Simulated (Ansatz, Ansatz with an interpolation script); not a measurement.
# G0W0 band structure of In2O3 (R-3c), part 2 of 3

Aim: the G0W0 bands of In2O3 (R-3c) along the symmetry lines, with the gap off the mesh.

Ansatz 0.2.0; LDA, Wannier functions and G0W0, plane waves, PAW. Known limits of the many-body steps: not at the basis limit; no spin-orbit coupling.

So far. Step 2 (LDA bands): The gap is indirect, with the least direct gap 0.05 eV higher.

### 3. Wannier functions (In:5s In:5p O:2p) on 8×8×8

Localised functions give a small Hamiltonian that interpolates between mesh points at no cost.

This step: maximally localised Wannier functions, LDA, plane waves, PAW; PAW set soft_1.

File input.yaml:

```yaml
crystal:
  lattice:
    - [2.7435, 1.58396046, 4.83666667]
    - [-2.7435, 1.58396046, 4.83666667]
    - [0.0, -3.16792093, 4.83666667]
  atoms:
    - { symbol: In, position: [0.35731, 0.35731, 0.35731] }
    - { symbol: In, position: [0.14269, 0.14269, 0.14269] }
    - { symbol: In, position: [0.64269, 0.64269, 0.64269] }
    - { symbol: In, position: [0.85731, 0.85731, 0.85731] }
    - { symbol: O, position: [0.548, 0.952, 0.25] }
    - { symbol: O, position: [0.25, 0.548, 0.952] }
    - { symbol: O, position: [0.952, 0.25, 0.548] }
    - { symbol: O, position: [0.452, 0.048, 0.75] }
    - { symbol: O, position: [0.75, 0.452, 0.048] }
    - { symbol: O, position: [0.048, 0.75, 0.452] }
kpoints:
  mp_grid: { grid: [4, 4, 4] }
hamiltonian:
  xc: lda
  pseudopotentials: { kind: paw, azcp: { folder: soft_1 }, xc_functional: pbe }
scf:
  occupations: { method: fixed }
  n_extra_bands: 67
output:
  wannier:
    kmesh: [8, 8, 8]
    projections:
      - { species: In, l: s, shell: 5 }
      - { species: In, l: p, shell: 5 }
      - { species: O, l: p, shell: 2 }
    minimise: true
    write_hr: true
    seedname: w
    conv_tol: 1.0e-06
    max_iter: 20000
    stability_check: false
    disentanglement:
      window: [2.69, 23.26]
      frozen_window: [2.69, 12.81]
      conv_tol: 1.0e-08
```

On the command line:

```bash
$ ansatz run input.yaml --threads 3 --pin off --max-ram 92160MiB --backend cuda --events-out ev --progress --plain --runs-dir out --devices 1 --max-vram 13GiB
```

Numbers of over 12 decimals in the logs are rounded to 6 here.

The program printed:

```text
[...]
GPUs: using 1 of 1 available (devices: 1).
[...]
GPU FFT provider: cuFFT
GPU libraries: cuBLAS 13.8.2, cuFFT 12.4.0, cuSOLVER 12.3.4
Crystal: 10 atoms, lattice volume = 126.109 Å³
Basis set: ecut = 420 eV, 2453 PW (Γ)
Bands: 111, of which v1, the nominal top of the filled ones, is band 44 counted from 1 (43 counted from 0)
Symmetry: 12 space group operations
[...]
k-points: 13 of 64
[...]
GPU buffer pool allocated for 64000 grid points (all kernels)
[...]
SCF iter   1: F=—  HF=-25162.532063 eV  |F-HF|=—  |Δ(HF+E_count)|=         —  Δρ=5.98e-2  dr2=2.97e0  ethr=3.10e-3  ⟨swp⟩=4.9  Hψ=4789  notcnv=0  defer=836
[...]
SCF iter   8: F=-25161.580570 eV  HF=-25161.580570 eV  |F-HF|=1.85e-9  |Δ(HF+E_count)|=   8.32e-8  Δρ=1.93e-6  dr2=4.22e-9  ethr=1.14e-10  ⟨swp⟩=12.5  Hψ=10564  notcnv=0
SCF 1 converged in 8 iterations: F = -25161.580570 eV  dr2 = 4.22e-9
[...]
NSCF: frozen V_eff on 13 k-points
the band table was solved once the SCF had ended and its energy, with any forces and stress, was formed, with the checks that follow a solve (5416 applications of the Hamiltonian). They found nothing against the state; the energy, forces and stress were not computed again (output.eigenvalues in the input reference)
[...]
the Wannier pass solved 68 of the 512 points of its mesh, and has the states at the others by symmetry: states obtained by the crystal's operations at points that were solved too leave a residual of 4.14e-13 eV (read by the count's bands and the next), within 8.33e-6 eV
SCF converged after 8 iterations
Free energy (F): -25161.580570 eV
[...]
Internal energy: -25161.580570 eV  (E = F + TS)
E sigma→0 (E₀):  -25161.580570 eV
Fermi energy:    8.629045 eV
[...]
--- Band table (eV; the first three rows and the last of 13) ---
  k-point 0: bands = [... 40 lower, 8.3585, 8.3585, 8.5898, 8.5898, 9.8147, 14.0469, 14.7113, 15.7935, ... 63 higher]
  k-point 1: bands = [... 40 lower, 8.2225, 8.2314, 8.4618, 8.6290, 11.4077, 14.4551, 14.5680, 15.1965, ... 63 higher]
  k-point 2: bands = [... 40 lower, 7.8579, 7.8579, 8.5712, 8.5712, 13.4956, 13.4956, 14.3624, 14.3624, ... 63 higher]
  k-point 12: bands = [... 40 lower, 8.4407, 8.4407, 8.4407, 8.4407, 12.9462, 12.9462, 15.6450, 15.6450, ... 63 higher]
Wannier search: line search 1 of at most 20000: gauge-dependent spread (as the search counts it) 21.2706796 Å², largest recent change 2.8e0 Å² against conv_tol 1.0e-6 Å², 0 stops escaped
[...]
WARN: <dir> 904 periodic images of 876 elements of H(R) lie 4.88e-4 to 1.95e-3 Å beyond their element's nearest image, near the 9.77e-4 Å window within which an element is shared among its images; whether they share it moves the interpolated H(k) by 8.1e-3 eV (Frobenius norm, root mean square over the Brillouin zone); at the model's own mesh points H(k) does not change
```

Wall time 40 s (1 × NVIDIA H100 80GB HBM3 (shared by 6 runs) with 3 threads of AMD EPYC 7R13 (Zen 3), shared host); peak memory 1.9 GiB; 49 s of CPU time.

Numbers from this step:

- gauge-invariant spread: 58.06 Å²
- diagonal spread: 0.03382 Å²
- off-diagonal spread: 7.018 Å²
- total spread: 65.11 Å²
- least projectability: 0.1922
- localisation steps: 249
- disentanglement steps: 153
- r.m.s. interpolation error: 4.57e-4 eV
- r.m.s. error near the gap: 3.68e-4 eV

Near the gap the model misses directly solved bands by 0.4 meV r.m.s. and by 3 meV at most in the window tested. This tests the starting bands, not the corrections carried with them.

Wannier functions, by row:

| function | x (Å) | y (Å) | z (Å) | spread (Å²) | nearest atom | distance (Å) |
| --- | --- | --- | --- | --- | --- | --- |
| 1 | -0.568 | 0.65 | 5.09 | 3.214 | In1 | 0.868 |
| 2 | -0.568 | -0.65 | 2.165 | 3.214 | In2 | 0.868 |
| 3 | 0.568 | -0.65 | 9.42 | 3.214 | In3 | 0.868 |
| 4 | 0.568 | 0.65 | 12.35 | 3.214 | In4 | 0.868 |
| 5 | 0 | 0 | 6.104 | 2.844 | In1 | 0.919 |
| 6 | 0.847 | 0.168 | 5.091 | 3.214 | In1 | 0.869 |
| 7 | -0.279 | -0.818 | 5.091 | 3.214 | In1 | 0.869 |
| 8 | 0 | 0 | 1.151 | 2.844 | In2 | 0.919 |
| 9 | 0.847 | -0.168 | 2.164 | 3.214 | In2 | 0.869 |
| 10 | -0.279 | 0.818 | 2.164 | 3.214 | In2 | 0.869 |
| 11 | 0 | 0 | 8.406 | 2.844 | In3 | 0.919 |
| 12 | -0.847 | -0.168 | 9.419 | 3.214 | In3 | 0.869 |
| 13 | 0.279 | 0.818 | 9.419 | 3.214 | In3 | 0.869 |
| 14 | 0 | 0 | 13.36 | 2.844 | In4 | 0.919 |
| 15 | -0.847 | 0.168 | 12.35 | 3.214 | In4 | 0.869 |
| 16 | 0.279 | -0.818 | 12.35 | 3.214 | In4 | 0.869 |
| 17 | -1.11 | 1.584 | 8.464 | 0.81 | O5 | 0.001 |
| 18 | -1.118 | 1.584 | 8.464 | 0.865 | O5 | 0.01 |
| 19 | -1.083 | 1.584 | 8.464 | 0.853 | O5 | 0.026 |
| 20 | -0.817 | -1.753 | 8.464 | 0.81 | O6 | 0.001 |
| 21 | -0.844 | -1.748 | 8.457 | 0.856 | O6 | 0.028 |
| 22 | -0.799 | -1.742 | 8.472 | 0.862 | O6 | 0.022 |
| 23 | 1.927 | 0.169 | 8.464 | 0.81 | O7 | 0.001 |
| 24 | 1.9 | 0.164 | 8.472 | 0.856 | O7 | 0.028 |
| 25 | 1.944 | 0.158 | 8.457 | 0.862 | O7 | 0.022 |
| 26 | 1.11 | -1.584 | 6.046 | 0.81 | O8 | 0.001 |
| 27 | 1.118 | -1.584 | 6.046 | 0.865 | O8 | 0.01 |
| 28 | 1.083 | -1.584 | 6.046 | 0.853 | O8 | 0.026 |
| 29 | 0.817 | 1.753 | 6.046 | 0.81 | O9 | 0.001 |
| 30 | 0.844 | 1.748 | 6.053 | 0.856 | O9 | 0.028 |
| 31 | 0.799 | 1.742 | 6.038 | 0.862 | O9 | 0.022 |
| 32 | -1.927 | -0.169 | 6.046 | 0.81 | O10 | 0.001 |
| 33 | -1.9 | -0.164 | 6.038 | 0.856 | O10 | 0.028 |
| 34 | -1.944 | -0.158 | 6.053 | 0.862 | O10 | 0.022 |

Frozen up to 4.18 eV; above it the model need not follow the bands. Electronic bands along the path, in eV, zero at the valence-band top:

| point | band 41 | band 42 | band 43 | band 44 | band 45 | band 46 | band 47 | band 48 |
| --- | --- | --- | --- | --- | --- | --- | --- | --- |
| Γ | -0.28 | -0.28 | -0.05 | -0.05 | 1.18 | 5.41 | 6.07 | 7.16 |
| halfway | -0.24 | -0.24 | -0.08 | -0.08 | 2.57 | 5.26 | 6.30 | 7.22 |
| T | -0.20 | -0.20 | -0.20 | -0.20 | 4.33 | 4.33 | 7.04 | 7.04 |
| halfway | -0.56 | -0.56 | -0.22 | -0.22 | 4.84 | 4.84 | 6.66 | 6.66 |
| H2 | -0.35 | -0.35 | -0.16 | -0.16 | 5.48 | 5.48 | 5.80 | 5.80 |
| jump to H0 | -0.35 | -0.35 | -0.16 | -0.16 | 5.48 | 5.48 | 5.80 | 5.80 |
| halfway | -0.38 | -0.38 | -0.11 | -0.11 | 5.00 | 5.00 | 5.81 | 5.81 |
| L | -0.78 | -0.78 | -0.07 | -0.07 | 4.87 | 4.87 | 5.74 | 5.74 |
| halfway | -0.42 | -0.41 | -0.18 | -0.01 | 2.77 | 5.82 | 5.93 | 6.57 |
| Γ | -0.28 | -0.28 | -0.05 | -0.05 | 1.18 | 5.41 | 6.07 | 7.16 |
| halfway | -0.50 | -0.15 | -0.14 | 0.00 | 3.22 | 5.63 | 6.02 | 6.41 |
| S0 | -0.46 | -0.27 | -0.22 | -0.07 | 5.19 | 5.40 | 5.64 | 6.09 |
| jump to S2 | -0.46 | -0.27 | -0.22 | -0.07 | 5.19 | 5.40 | 5.64 | 6.09 |
| halfway | -0.54 | -0.31 | -0.14 | -0.05 | 5.13 | 5.40 | 6.21 | 6.30 |
| F | -0.56 | -0.35 | -0.09 | -0.04 | 5.11 | 5.39 | 6.41 | 6.48 |
| halfway | -0.46 | -0.31 | -0.26 | -0.07 | 3.08 | 5.89 | 5.97 | 6.78 |
| Γ | -0.28 | -0.28 | -0.05 | -0.05 | 1.18 | 5.41 | 6.07 | 7.16 |

The same for Kohn-Sham, solved directly:

| point | band 41 | band 42 | band 43 | band 44 | band 45 | band 46 | band 47 | band 48 |
| --- | --- | --- | --- | --- | --- | --- | --- | --- |
| Γ | -0.28 | -0.28 | -0.05 | -0.05 | 1.18 | 5.41 | 6.07 | 7.16 |
| T | -0.20 | -0.20 | -0.20 | -0.20 | 4.31 | 4.31 | 7.01 | 7.01 |
| H2 | -0.35 | -0.35 | -0.16 | -0.16 | 5.46 | 5.46 | 5.78 | 5.78 |
| H0 | -0.35 | -0.35 | -0.16 | -0.16 | 5.46 | 5.46 | 5.78 | 5.78 |
| L | -0.78 | -0.78 | -0.07 | -0.07 | 4.86 | 4.86 | 5.72 | 5.72 |
| Γ | -0.28 | -0.28 | -0.05 | -0.05 | 1.18 | 5.41 | 6.07 | 7.16 |
| S0 | -0.46 | -0.27 | -0.22 | -0.07 | 5.18 | 5.40 | 5.62 | 6.07 |
| S2 | -0.46 | -0.27 | -0.22 | -0.07 | 5.18 | 5.40 | 5.62 | 6.07 |
| F | -0.56 | -0.35 | -0.09 | -0.04 | 5.09 | 5.39 | 6.33 | 6.43 |
| Γ | -0.28 | -0.28 | -0.05 | -0.05 | 1.18 | 5.41 | 6.07 | 7.16 |

### 4. G0W0 at every point of the mesh: 4×4×4 mesh, 424 empty bands, screening to 130 eV, PAW set soft_1 files

Now the one-shot GW correction: screening in the RPA, then the self-energy of the levels asked for.

This step: G0W0 on LDA, plane waves, PAW; PAW set soft_1.

input.yaml, the sections that differ from step 3:

```yaml
scf:
  occupations: { method: fixed }
gw:
  n_empty_bands: 424
  ecut_chi: 130.0
  qp_bands: [v18, c1]
  screening: { model: contour_deformation }
# crystal, kpoints, hamiltonian: as in step 3
# output: removed
```

The program printed:

```text
GPUs: using 1 of 1 available (devices: 1).
[...]
GPU FFT provider: cuFFT
GPU libraries: cuBLAS 13.8.2, cuFFT 12.4.0, cuSOLVER 12.3.4
Crystal: 10 atoms, lattice volume = 126.109 Å³
Basis set: ecut = 420 eV, 2453 PW (Γ)
Bands: 54, of which v1, the nominal top of the filled ones, is band 44 counted from 1 (43 counted from 0)
Symmetry: 12 space group operations
[...]
k-points: 13 of 64
[...]
GPU buffer pool allocated for 64000 grid points (all kernels)
[...]
SCF iter   1: F=—  HF=-25162.532752 eV  |F-HF|=—  |Δ(HF+E_count)|=         —  Δρ=5.98e-2  dr2=2.98e0  ethr=3.10e-3  ⟨swp⟩=4.9  Hψ=2287  notcnv=0  defer=101
[...]
SCF iter   8: F=-25161.580570 eV  HF=-25161.580570 eV  |F-HF|=6.70e-9  |Δ(HF+E_count)|=   1.61e-7  Δρ=4.86e-6  dr2=3.45e-8  ethr=1.14e-10  ⟨swp⟩=10.0  Hψ=2799  notcnv=0
SCF 1 converged in 8 iterations: F = -25161.580570 eV  dr2 = 3.45e-8
[...]
G₀W₀ screening: q 1/13
[... further progress lines ...]
[...]
SCF converged after 8 iterations
Free energy (F): -25161.580570 eV
[...]
Internal energy: -25161.580570 eV  (E = F + TS)
E sigma→0 (E₀):  -25161.580570 eV
Fermi energy:    8.629056 eV
[...]
--- Band table (eV; the first three rows and the last of 13) ---
  k-point 0: bands = [... 40 lower, 8.3585, 8.3585, 8.5898, 8.5898, 9.8147, 14.0469, 14.7113, 15.7935, ... 6 higher]
  k-point 1: bands = [... 40 lower, 8.2225, 8.2314, 8.4618, 8.6291, 11.4077, 14.4551, 14.5680, 15.1965, ... 6 higher]
  k-point 2: bands = [... 40 lower, 7.8580, 7.8580, 8.5712, 8.5712, 13.4956, 13.4956, 14.3624, 14.3624, ... 6 higher]
  k-point 12: bands = [... 40 lower, 8.4407, 8.4407, 8.4407, 8.4407, 12.9462, 12.9462, 15.6450, 15.6450, ... 6 higher]
--- G₀W₀: contour deformation, 7 samples at zero and on the imaginary axis and 3 off it, 64 q-points, 424 empty bands' worth ---
  eigenvalues of the whole cell's RPA ε∞ on this k-mesh (on a slab, of 1 + 4πα/V) = 5.2049, 5.3544, 5.3544; static W/v taken at q = 0 is 0.188460
  bands read: the sum over 468 bands ends inside a degenerate multiplet in 1 slot, whose members it reads at an even weight; the widest, k=12: bands 467 to 470 (counted from 1) at 2/4 each
    ik  band        ε_KS         Σx   Σc(E_QP)       V_xc       Z   E_QP_lin       E_QP  E_QP is
     0    27      2.8449   -23.4390     5.0294   -17.9136  0.6843     2.3492     2.3489  root
     0    28      3.2266   -23.0916     5.0730   -17.5745  0.6741     2.7795     2.7826  root
     0    29      4.5034   -23.5221     5.0182   -17.9582  0.6981     3.9461     3.9577  root
     0    30      4.5034   -23.5221     5.0182   -17.9582  0.6981     3.9461     3.9577  root
     0    31      5.2603   -23.7068     4.9247   -18.2428  0.7138     4.7159     4.7211  root
     0    32      5.5041   -23.3688     4.4993   -18.4108  0.6965     5.0459     5.0455  root
     0    33      5.9496   -24.6951     5.0959   -18.9781  0.6955     5.3151     5.3284  root
     0    34      5.9496   -24.6951     5.0959   -18.9781  0.6955     5.3151     5.3284  root
     0    35      6.0661   -23.2564     5.0751   -17.5779  0.6947     5.4452     5.4628  root
     0    36      7.8312   -26.0309     4.3335   -21.3207  0.7350     7.4512     7.4545  root
     0    37      7.8312   -26.0309     4.3335   -21.3207  0.7350     7.4512     7.4545  root
     0    38      8.1411   -25.7646     4.4878   -20.9161  0.7314     7.7773     7.7804  root
     0    39      8.2617   -26.3931     4.9169   -20.9722  0.7281     7.7511     7.7577  root
     0    40      8.2617   -26.3931     4.9169   -20.9722  0.7281     7.7511     7.7577  root
[...]
12    41      8.4407   -26.8842     4.5347   -21.9128  0.7365     7.9997     8.0041  root
    12    42      8.4407   -26.8842     4.5347   -21.9128  0.7365     7.9997     8.0041  root
    12    43      8.4407   -26.8842     4.5347   -21.9128  0.7365     7.9997     8.0041  root
    12    44      8.4407   -26.8842     4.5347   -21.9128  0.7365     7.9997     8.0041  root
    12    45     12.9462   -13.4463    -3.7001   -18.1742  0.7866    14.0051    13.9739  root
```

It took 66 s on 1 × NVIDIA H100 80GB HBM3 (shared by 6 runs) with 3 threads; peak memory 1.6 GiB.

Numbers from this step:

```
bands summed                                 : 468
RPA ε∞ on this mesh (eigenvalues)            : 5.205, 5.354, 5.354
plane waves in the screening matrix          : 429
q-points in the mesh                         : 64
G0W0 gap on the mesh                         : 2.392 eV
k of the valence top                         : 0, 0, 0.25
k of the conduction bottom                   : 0, 0, 0
starting gap on the mesh                     : 1.186 eV
Z at the valence top                         : 0.7347
Z at the conduction bottom                   : 0.8130
least direct G0W0 gap on the computed points : 2.422 eV
```

The gap on the mesh goes from 1.19 eV to 2.39 eV, a correction of +1.21 eV. Between the two edge states, bare exchange in place of the xc potential would open the gap by 9.18 eV, and correlation takes back 7.97 eV.

### 5. Interpolating the corrections

A script adds the corrections, carried to the Wannier functions and back, to the LDA levels, along the path and on a 13×13×13 mesh.

```
G0W0 gap over the zone     : 2.378 eV
conduction bottom at       : Γ
starting gap over the zone : 1.175 eV
least direct G0W0 gap      : 2.422 eV
G0W0 gap on the mesh       : 2.392 eV
valence width, start       : 5.796 eV
valence width, G0W0        : 5.859 eV
gap by a rigid shift       : 2.381 eV
```

Levels solved directly plus the interpolated quasiparticle correction. Limits: finite bands, cutoff and mesh; no spin-orbit coupling. Quasiparticle bands along the path, in eV, zero at the valence-band top of each set:

| point | band 41 | band 42 | band 43 | band 44 | band 45 |
| --- | --- | --- | --- | --- | --- |
| Γ | -0.28 | -0.28 | -0.04 | -0.04 | 2.38 |
| halfway | -0.25 | -0.25 | -0.08 | -0.08 | 3.85 |
| T | -0.20 | -0.20 | -0.20 | -0.20 | 5.80 |
| halfway | -0.60 | -0.60 | -0.23 | -0.23 | 6.38 |
| H2 | -0.38 | -0.38 | -0.17 | -0.17 | 7.06 |
| jump to H0 | -0.38 | -0.38 | -0.17 | -0.17 | 7.06 |
| halfway | -0.40 | -0.40 | -0.11 | -0.11 | 6.56 |
| L | -0.79 | -0.79 | -0.07 | -0.07 | 6.41 |
| halfway | -0.44 | -0.41 | -0.19 | -0.01 | 4.08 |
| Γ | -0.28 | -0.28 | -0.04 | -0.04 | 2.38 |
| halfway | -0.47 | -0.15 | -0.12 | 0.00 | 4.59 |
| S0 | -0.49 | -0.30 | -0.23 | -0.07 | 6.76 |
| jump to S2 | -0.49 | -0.30 | -0.23 | -0.07 | 6.76 |
| halfway | -0.61 | -0.33 | -0.13 | -0.04 | 6.68 |
| F | -0.64 | -0.36 | -0.07 | -0.04 | 6.66 |
| halfway | -0.46 | -0.32 | -0.28 | -0.05 | 4.43 |
| Γ | -0.28 | -0.28 | -0.04 | -0.04 | 2.38 |

The same for LDA:

| point | band 41 | band 42 | band 43 | band 44 | band 45 |
| --- | --- | --- | --- | --- | --- |
| Γ | -0.28 | -0.28 | -0.05 | -0.05 | 1.18 |
| T | -0.20 | -0.20 | -0.20 | -0.20 | 4.31 |
| H2 | -0.35 | -0.35 | -0.16 | -0.16 | 5.46 |
| H0 | -0.35 | -0.35 | -0.16 | -0.16 | 5.46 |
| L | -0.78 | -0.78 | -0.07 | -0.07 | 4.86 |
| Γ | -0.28 | -0.28 | -0.05 | -0.05 | 1.18 |
| S0 | -0.46 | -0.27 | -0.22 | -0.07 | 5.18 |
| S2 | -0.46 | -0.27 | -0.22 | -0.07 | 5.18 |
| F | -0.56 | -0.35 | -0.09 | -0.04 | 5.09 |
| Γ | -0.28 | -0.28 | -0.05 | -0.05 | 1.18 |

Minima of the lowest conduction band, from levels solved directly at the displaced points, plus the interpolated correction; masses are left empty at degenerate points, on flat bands and where the interpolated correction rules the curvature; G0W0 masses are rough. Conduction valleys, by row:

| point | k (reciprocal lattice) | valleys in the zone | G0W0 level above the valence top (eV) | LDA level above the valence top (eV) | G0W0 principal masses (m_e) | LDA principal masses (m_e) |
| --- | --- | --- | --- | --- | --- | --- |
| Γ | 0.000 0.000 0.000 | 1 | 2.378 | 1.175 | 0.170 0.171 0.172 | 0.156 0.159 0.159 |

Second differences of levels solved directly at the displaced points, plus the interpolated correction, at the quasiparticle band edges; no spin-orbit coupling; left empty where the band is flat or the interpolated correction rules the curvature. Effective masses, by row:

| carrier | point | Cartesian direction | band | LDA mass (m_e) | G0W0 mass (m_e) |
| --- | --- | --- | --- | --- | --- |
| hole | 0.318 0.030 0.037 | 100 | 44 | 4.619 | 4.035 |
| hole | 0.318 0.030 0.037 | 010 | 44 | 5.969 | 6.499 |
| hole | 0.318 0.030 0.037 | 001 | 44 | 1.467 | 1.268 |
| hole | 0.318 0.030 0.037 | 110 | 44 | 3.38 | 2.907 |
| hole | 0.318 0.030 0.037 | 111 | 44 | 2.25 | 1.956 |
| electron | Γ | 100 | 45 | 0.158 | 0.171 |
| electron | Γ | 010 | 45 | 0.158 | 0.171 |
| electron | Γ | 001 | 45 | 0.154 | 0.169 |
| electron | Γ | 110 | 45 | 0.158 | 0.171 |
| electron | Γ | 111 | 45 | 0.157 | 0.17 |

Wannier model on a dense mesh, Gaussian width 0.15 eV. Limits: finite bands, cutoff and mesh; no spin-orbit coupling. The density of states by energy, zero at the valence-band top of each set; read off at these points; values in states/eV/cell:

| energy (eV) | G0W0 | LDA |
| --- | --- | --- |
| -6.50 | 0 | 0 |
| -6.00 | 0.0362 | 0.0126 |
| -5.50 | 2.61 | 2.03 |
| -5.10 | 5.50 | 5.19 |
| -5.00 | 5.39 | 5.20 |
| -4.50 | 3.93 | 4.49 |
| -4.00 | 2.38 | 2.28 |
| -3.50 | 4.03 | 3.60 |
| -3.20 | 7.50 | 6.57 |
| -3.00 | 5.72 | 6.97 |
| -2.50 | 5.15 | 5.66 |
| -2.00 | 6.99 | 6.94 |
| -1.50 | 6.89 | 6.29 |
| -1.00 | 8.60 | 8.97 |
| -0.50 | 10.7 | 10.9 |
| -0.20 | 15.7 | 16.3 |
| 0.00 | 6.32 | 6.73 |
| 0.50 | 0 | 0 |
| 1.00 | 0 | 9.0e-4 |
| 1.50 | 0 | 0.0443 |
| 2.00 | 0 | 0.0914 |
| 2.50 | 0.0228 | 0.183 |
| 3.00 | 0.0912 | 0.306 |
| 3.50 | 0.168 | 0.471 |
| 4.00 | 0.188 | 0.673 |
| 4.50 | 0.275 | 0.968 |
| 5.00 | 0.396 | 1.54 |

Corrections by starting level (eV, on the run's own energy scale, so only their differences matter):

| start | correction |
| --- | --- |
| -5.78 | −0.50 |
| -5.11 | −0.49 |
| -4.38 | −0.49 |
| -3.67 | −0.51 |
| -3.12 | −0.55 |
| -2.78 | −0.51 |
| -2.32 | −0.54 |
| -1.95 | −0.53 |
| -1.44 | −0.53 |
| -1.11 | −0.50 |
| -0.83 | −0.50 |
| -0.56 | −0.40 |
| -0.37 | −0.50 |
| -0.19 | −0.44 |
| -0.06 | −0.44 |
| -0.01 | −0.43 |
| 4.87 | +1.12 |

(Part 2 of 3 ends here.)

[Paths, hosts, dates, memory and timing lines, banners, echoed tables and standing remarks are left out of the program output.]

[Logs are printed without paths, hosts, clocks, repeated set-up lines and the standing remarks that a program may print on its own settings, such as how far it seeks lower states.]

[Runs of the session that timed out or met a known fault of the program may be left out.]

[Hosts, paths, dates, database ids (printed as entryN), source tags and the programs' standing remarks are cut or masked in the printed files.]
